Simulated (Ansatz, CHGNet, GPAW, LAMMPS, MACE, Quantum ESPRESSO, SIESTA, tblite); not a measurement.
## Codes compared on amorphous Zn20Hg10Se19S11 (60 atoms)

How near do other programs and methods come to a plane-wave reference for amorphous Zn20Hg10Se19S11 (60 atoms)? A plane-wave run serves as the reference.

Program: Ansatz 0.2.0. Level of theory: Kohn-Sham DFT, PBE, PAW, plane waves. Results are calculated unless marked as measured.

### Step 1. Set-up

The cell holds 60 atoms: 20 Zn, 10 Hg, 19 Se and 11 S. Its edges and angles: a = 11.236 Å, b = 11.236 Å, c = 11.236 Å, α = 90.0°, β = 90.0°, γ = 90.0°. 60 atoms (20 Zn, 10 Hg, 19 Se, 11 S) placed at random at 6.05 g/cm³, melted at 2500 K for 10 ps at fixed volume with the Stillinger-Weber II-VI potential (Zhou et al., Phys. Rev. B 88, 085309 (2013)). Quenched from 2500 K to 500 K at 100 K/ps and fixed volume, held 5 ps.

### Step 2. Plane-wave reference

The PAW files are the set soft_2.

input.yaml

```yaml
crystal:
  lattice:
    - [11.2355, 0.0, 0.0]
    - [0.0, 11.2355, 0.0]
    - [0.0, 0.0, 11.2355]
  atoms:
    - { symbol: Zn, position: [0.61462, 0.23049, 0.37253] }
    - { symbol: Zn, position: [0.71612, 0.74561, 0.68839] }
    - { symbol: Zn, position: [0.49185, 0.489, 0.2313] }
    - { symbol: Zn, position: [0.2746, 0.35948, 0.94566] }
    [... 50 atom lines left out ...]
    - { symbol: S, position: [0.77457, 0.8408, 0.86247] }
    - { symbol: S, position: [0.65882, 0.88283, 0.531] }
    - { symbol: S, position: [0.41587, 0.37122, 0.73654] }
    - { symbol: S, position: [0.52758, 0.6584, 0.69614] }
    - { symbol: S, position: [0.05381, 0.93482, 0.45487] }
    - { symbol: S, position: [0.39571, 0.17389, 0.94479] }
kpoints:
  mp_grid: { grid: [1, 1, 1] }
hamiltonian:
  xc: pbe
scf:
  occupations: { method: fermi_dirac, width: 0.05 }
output:
  forces: true
  eigenvalues: true
  populations: true
  stress: true
```

Launch:

```bash
$ ansatz run input.yaml --threads 4 --pin off --max-ram 8192MiB --backend cpu --events-out ev --progress --plain --runs-dir out
```

Output:

```text
[...]
Pseudopotentials: kind: paw
Pseudopotential: Zn, paw, valence charge 12, recommended cutoff 420 eV (normal), Zn.paw.azcp
Pseudopotential: Hg, paw, valence charge 20, recommended cutoff 420 eV (normal), Hg.paw.azcp
Pseudopotential: Se, paw, valence charge 16, recommended cutoff 420 eV (normal), Se.paw.azcp
Pseudopotential: S, paw, valence charge 6, recommended cutoff 420 eV (normal), S.paw.azcp
[... 5 lines on functional and potentials left out ...]
Crystal: 60 atoms, lattice volume = 1418.330 Å³
Basis set: ecut = 420 eV, 27633 PW (Γ), exchange–correlation on 160×160×160 points (8 copies of the dense FFT grid, shifted against one another)
Bands: 486, of which v1, the nominal top of the filled ones, is band 405 counted from 1 (404 counted from 0)
Symmetry: 1 space group operations
Space group: P1 (ITA 1), of the structure as read, at distance tolerance 1.1e-4 Å
k-points: 1
[... 9 lines on functional and potentials left out ...]
Initial density: superposition of atomic densities (neutral atoms: chi_scale 0, normalization atom), corrected by the library's trained network
Initial wavefunctions: pseudopotential atomic-orbital guess
[...]
SCF iter   1: F=—  HF=-318364.778447 eV  |F-HF|=—  |Δ(HF+E_count)|=         —  Δρ=4.67e-3  dr2=1.24e0  ethr=1.77e-3  ⟨swp⟩=6.0  Hψ=1718  notcnv=0  defer=13
preconditioner: auto → LDOS  [insulator: Δε(μ)=0.205 eV  Ē_g=10.241 eV  σ=0.050 eV  W_gap=0.77  n_scr=364 (ndim 8)  ℏωp=22.9 eV  f_vac=0.088  D(μ)=11.39/eV (n_scr^D=32)  ε∞_Penn≈6.0  β→1.0]
[...]
SCF iter  11: F=—  HF=-318364.653811 eV  |F-HF|=—  |Δ(HF+E_count)|=   9.06e-8  Δρ=2.29e-6  dr2=1.30e-7  ethr=7.59e-11  ⟨swp⟩=2.0  Hψ=661  notcnv=0  defer=66
SCF iter  12: F=-318364.653811 eV  HF=-318364.653811 eV  |F-HF|=2.18e-8  |Δ(HF+E_count)|=   1.54e-8  Δρ=1.05e-6  dr2=2.77e-8  ethr=1.23e-11  ⟨swp⟩=10.0  Hψ=2150  notcnv=0
SCF 1 converged in 12 iterations: F = -318364.653811 eV  dr2 = 2.77e-8
[...]
SCF converged after 12 iterations
Free energy (F): -318364.653811 eV
Harris-Foulkes:  -318364.653811 eV  (|F-HF|=2.18e-8)
Internal energy: -318364.485020 eV  (E = F + TS)
E sigma→0 (E₀):  -318364.569416 eV
Entropy (-TS):   -0.168791 eV (-2.813 meV/atom)
Fermi energy:    7.485785 eV
--- Per-component energies (eV) ---
[...]
Σ components = -318364.653811   (vs F -318364.653811, Δ=0.00e0)
--- Forces (eV/Å), atoms counted from 1 ---
  atom   1  Zn     0.05640873    -0.42516905     0.28884561
  atom   2  Zn    -0.27908622     0.14487561    -0.57382197
  atom   3  Zn    -0.09308959     0.69244505     1.10711404
  atom   4  Zn     0.52964679    -0.42989195    -0.17478821
[...]
atom  60  S     -0.05231905     1.00993905     0.66630278
  max |Σ_I F_I| component: 3.09e-5 eV/Å
--- Stress (GPa, compression-positive) ---
        0.440019       0.617719      -0.261192
        0.617719       0.937665      -0.715364
       -0.261192      -0.715364       0.480385
  P = ⅓ Tr σ = 0.6194 GPa (6.194 kbar)
--- Band table (eV) ---
  k-point 0: bands = ["-107.5280", "-107.4554", "-107.1781", "-107.1387", [... 470 levels ...], "13.7042", "13.7350", "13.7404", "13.8334", "13.9407", "14.0197", "14.0399", "14.0822", "14.1677", "14.2049", "14.2292", "14.3435"]
--- Löwdin populations: 60 sites ---
  site symbol       q [e]
     0     Zn     10.7542
     1     Zn     10.7543
     2     Zn     10.7526
[...]
59      S      6.8369
  spilling = 0.007632 (of n_electrons = 810.000000)
```

Elapsed: 32 s, on 4 threads of Arm Neoverse V1, shared host; peak memory 2.2 GiB.

The column dr2 measures how far the density is from self-consistency, as an energy; F and HF (Harris–Foulkes) agree once it is small.

The run gave:

```
free energy                             : -318364.6538 eV
free energy per atom                    : -5306.0776 eV/atom
SCF cycles                              : 12
pressure                                : 0.6194 GPa
r.m.s. force component                  : 0.5476 eV/Å
longest force                           : 2.387 eV/Å
Fermi energy                            : 7.486 eV
levels partly filled by over 2 per cent : 5
spilling of the projection              : 0.007632
```

Neighbours are counted within 2.93 Å (Zn-Se), 2.77 Å (Zn-S), 3.35 Å (Se-Hg), 3.15 Å (S-Hg).

Length of the force by element and coordination:

```tsv
element	coordination	atoms	mean length of the force (eV/Å)	spread	least	most
Hg	all	10	0.846	0.231	0.452	1.20
Hg	3	2	0.932	0.150	0.782	1.08
Hg	4	5	0.793	0.300	0.452	1.20
Hg	5	3	0.879	0.0346	0.830	0.907
S	all	11	0.899	0.310	0.473	1.37
S	3	3	0.991	0.220	0.691	1.21
S	4	7	0.793	0.291	0.473	1.16
S	5	1	1.37	0	1.37	1.37
Se	all	19	0.918	0.383	0.363	1.85
Se	3	5	1.00	0.241	0.656	1.21
Se	4	8	0.944	0.424	0.363	1.85
Se	5	6	0.814	0.399	0.424	1.41
Zn	all	20	0.831	0.430	0.438	2.39
Zn	3	3	1.18	0.863	0.438	2.39
Zn	4	16	0.782	0.251	0.443	1.31
Zn	5	1	0.575	0	0.575	0.575
```

The levels nearest the highest filled one (over half full), pooled over k-points and spins:

```tsv
level less the highest filled one (eV)	occupation
-0.367	2
-0.254	2.00
-0.177	1.99
-0.0728	1.90
-0.0557	1.87
0	1.64
0.126	0.538
0.245	0.066
0.538	0
0.638	0
1.07	0
1.17	0
```

### Step 3. Structure statistics

Density 6.05 g/cm³, 23.64 Å³ an atom.

Pair distribution functions g(r), in bins of 0.2 Å:

```tsv
r (Å)	total	Zn-Zn	Zn-Se	Zn-S	Zn-Hg	Se-Se	Se-S
2.10	0.07	0.00	0.00	0.54	0.00	0.00	0.00
2.30	0.81	0.00	1.05	4.79	0.00	0.00	0.00
2.50	2.59	0.00	5.71	8.50	0.48	0.00	0.00
2.70	1.60	0.00	3.53	0.37	0.00	0.00	0.00
2.90	0.49	0.00	0.18	0.32	0.00	0.00	0.00
3.10	0.49	0.31	0.48	0.00	0.28	0.62	0.29
3.30	0.41	1.04	0.00	0.00	0.53	1.19	0.49
3.50	0.82	1.83	0.00	0.00	1.62	1.00	0.66
3.70	1.20	2.48	0.65	0.00	1.46	2.08	2.00
3.90	1.48	2.01	0.48	0.68	1.66	2.88	3.18
4.10	1.50	2.35	0.71	0.62	2.19	1.86	2.88
4.30	1.48	1.53	1.60	1.78	1.85	1.70	1.17
4.50	1.18	1.55	0.72	1.41	1.39	0.92	1.35
4.70	0.80	0.51	1.14	0.92	0.78	0.29	0.74
4.90	0.90	0.24	1.11	1.49	0.71	0.92	0.46
5.10	0.77	0.97	0.74	0.98	0.64	0.60	0.94
5.30	0.77	0.20	1.11	0.91	1.31	0.44	0.48
5.50	0.75	0.28	1.13	1.45	0.19	0.63	0.45
```

Bonds by pair of elements; cutoffs follow the first minimum of g(r), held within bounds set by covalent radii, and pairs that aren't listed don't count as bonded:

```tsv
pair A-B	cutoff (Å)	bonds	mean length (Å)	spread (Å)	shortest (Å)	B about A	A about B
Zn-Se	2.93	46	2.56	0.119	2.36	2.3	2.42
Zn-S	2.77	32	2.41	0.096	2.20	1.6	2.91
Se-Hg	3.35	31	2.83	0.174	2.49	1.63	3.1
S-Hg	3.15	10	2.64	0.096	2.50	0.909	1
```

How many atoms have how many bonded neighbours:

```tsv
element	mean	3	4	5
Hg	4.1	2	5	3
S	3.82	3	7	1
Se	4.05	5	8	6
Zn	3.9	3	16	1
```

Rings of the network by King's shortest-path rule, up to 12 atoms, one path for each pair of neighbours; H, halogens, alkali and alkaline-earth atoms are left out, and the last column divides by all other atoms, bonded or not:

```tsv
ring size (atoms)	rings	per network atom
4	14	0.233
6	90	1.5
8	35	0.583
10	1	0.017
```

### Step 4. The ladder

The programs:
- CHGNet: machine-learned potential, published weights.
- GPAW 26.7.0: PAW with atomic orbitals (LCAO), plane waves or a real-space grid of spacing h.
- MACE: machine-learned potential, published weights.
- Quantum ESPRESSO 7.5: plane waves; labels (QE) give functional, pseudopotential set and cutoffs of waves/density.
- SIESTA 5.4.2: numerical atomic orbitals, whose automatically made sets are far from complete, with PseudoDojo norm-conserving potentials that we converted to its format (checked against plane waves on the same files for H, C, O, Si, Ge and Ca alone); labels give functional, basis size, energy shift and mesh cutoff.
- tblite 0.8.0: extended tight binding, driven from Python.

All use the same cell and atoms; the electronic-structure runs use the same k-mesh, and an electronic temperature of 580 K (0.05 eV) where levels are smeared.

Differences are against the plane-wave reference, forces as r.m.s. over components; share is that over the reference's r.m.s. force, slope the least-squares factor from reference forces to these. Total energies of different programs have different zeros and aren't compared.

```tsv
run	Δ force, r.m.s. (meV/Å)	share (%)	slope	Δ pressure (GPa)	cores	CPU time	memory (GiB)
reference	-	-	-	-	4	2 min	2.2
CHGNet 0.3.0 potential	215	39.3	0.758	-0.566	1	3.5 s	0.58
CHGNet r2SCAN potential	295	53.8	0.550	-2.58	1	3.5 s	0.58
GPAW PBE, LCAO dzp, h 0.16 Å	52.2	9.53	1.042	-	1	7.7 min	3.0
GPAW PBE, LCAO dzp, h 0.2 Å	54.3	9.92	1.038	-	1	4.2 min	1.6
GPAW PBE, LCAO dzp, h 0.2 Å, other mixer settings	54.0	9.86	1.038	-	1	4.9 min	1.4
GPAW PBE, LCAO sz(dzp), h 0.2 Å (coarse)	203	37.0	1.084	-	1	1.7 min	1.3
GPAW PBE, grid h 0.24 Å (coarse)	23.9	4.36	1.017	-	4	53 min	2.7
MACE MPA-0 medium potential	131	23.9	0.931	0.126	1	8.2 s	0.76
QE PBE, sssp-1.3.0-efficiency, 45/360 Ry	7.52	1.37	0.996	-0.340	4	22 min	3.4
SIESTA PBE, DZP, shift 0.01 Ry, mesh 150 Ry (coarse)	178	32.6	1.071	-1.73	1	84 s	0.48
SIESTA PBE, DZP, shift 0.01 Ry, mesh 500 Ry	179	32.7	1.073	-1.99	2	4.9 min	1.7
SIESTA PBE, SZ, shift 0.01 Ry, mesh 500 Ry (coarse)	1437	262	1.517	-5.47	1	3.7 min	0.91
SIESTA PBE, SZ, shift 0.02 Ry, mesh 500 Ry (coarse)	1520	278	1.576	-10.6	1	3.3 min	0.83
SIESTA PBE, SZP, shift 0.01 Ry, mesh 500 Ry (coarse)	664	121	0.997	-10.7	1	4 min	1.3
tblite GFN1-xTB	332	60.6	0.732	0.591	1	3.2 s	0.12
```

Rows marked coarse were listed beforehand as settings not expected to be converged; some can still land near the reference.

Times of the machine-learned potentials are mostly Python's start and the loading of weights.

CPU time is summed over cores on a shared host, where runs went side by side, so it is rough. Symmetry, cutoffs, thresholds, outputs and thread counts weren't matched or tuned between programs; memory under MPI is the largest rank's times the ranks.

Within one program, basis, potentials and functional, energies share a zero. Each run against its twin at the usual cutoff or grid and solver:

```tsv
run	twin	Δ energy (meV/atom)	Δ force, r.m.s. (meV/Å)	CPU time over the twin's
GPAW PBE, LCAO dzp, h 0.16 Å	LCAO dzp, h 0.2 Å	-20.0	23.2	1.8
GPAW PBE, LCAO dzp, h 0.2 Å, other mixer settings	LCAO dzp, h 0.2 Å	1.0e-4	2.91	1.2
SIESTA PBE, DZP, shift 0.01 Ry, mesh 150 Ry	DZP, shift 0.01 Ry, mesh 500 Ry	-21.7	19.8	0.29 (this twin ran on 2 cores)
```

### Step 5. What came out

- reference r.m.s. force component: 0.548 eV/Å
- nearest in forces: QE PBE, sssp-1.3.0-efficiency, 45/360 Ry, 1.4 %
- farthest in forces: SIESTA PBE, SZ, shift 0.02 Ry, mesh 500 Ry (coarse), 278 %
- cheapest electronic-structure run beside the reference: tblite GFN1-xTB, 3.2 s of CPU time

PBE on plane waves or a grid with other potentials, cutoffs or grids, coarse settings apart, differs from the reference by 1.4 % (QE PBE, sssp-1.3.0-efficiency, 45/360 Ry) of the r.m.s. force; this holds the reference's own error, so differences of a few per cent don't tell which side is nearer the exact PBE result (QE's 45 Ry are 612 eV, against the reference's 420 eV). The PBE runs in local orbitals, coarse settings apart, differ by 9.5 % (GPAW PBE, LCAO dzp, h 0.16 Å) to 33 % (SIESTA PBE, DZP, shift 0.01 Ry, mesh 500 Ry); basis, grid and potentials can all enter. Tight binding differs by 61 % (tblite GFN1-xTB); it is another model, with fitted parameters of its own, and the xTB methods hold dispersion. Machine-learned potentials differ by 24 % (MACE MPA-0 medium potential) to 54 % (CHGNet r2SCAN potential); they were trained on other programs' data, some at another functional. Among those trained on PBE data the slope goes as low as 0.76, which softening far from their training structures can give, though the reference's k-sampling is untested too. Runs with settings chosen to be coarse differ by 4.4 % (GPAW PBE, grid h 0.24 Å) to 278 % (SIESTA PBE, SZ, shift 0.02 Ry, mesh 500 Ry), their programs' other errors included. One electronic-structure run takes under half the reference's CPU time: tblite GFN1-xTB, at 61 % in 3.2 s against 2 min, too far off to be of use. In pressure, SIESTA PBE, SZP, shift 0.01 Ry, mesh 500 Ry misses by -10.7 GPa, at the same functional. In the reference: counting bands leaves a spacing of only 0.13 eV (at Γ alone), which the smearing bridges: 5 levels are partly filled by over 2 %, so a gap, if any, is small at this level. In the reference: first main peaks of g(r), for some of the pairs, lie near 2.5 Å (Zn-Se), 2.4 Å (Zn-S) and 4.0 Å (Se-S). Periodic xTB results under one method name differ between programs and library versions. The potentials hold different valence shells: 810 electrons in the reference, 600 in GPAW, 780 in Quantum ESPRESSO with SSSP and 970 in SIESTA; this bears on time and differences. Machine-learned potentials mimic data converged in k, so the reference's own k-point error enters their differences. The quench rate of 100 K/ps is many orders above laboratory rates, so the cell is likely richer in defects and strain than a real sample. The network of bonds at the start is that of the classical potential that made the cell, and needn't be the one that DFT or experiment would give. The electronic-structure runs sample only Γ, in a cell whose shortest periodic width is 11 Å, which is coarse for a cell with partly filled levels. Spin–orbit coupling is left out, which matters for the levels of the heavy elements.

[Also dropped from logs without a mark: logging warnings of Python, and SIESTA's first energy breakdown and zero terms.]

[Logs are printed without paths, hosts, clocks, repeated set-up lines and the standing remarks that a program may print on its own settings, such as how far it seeks lower states.]

[Hosts, paths, dates, database ids (printed as entryN), source tags and the programs' standing remarks are cut or masked in the printed files.]
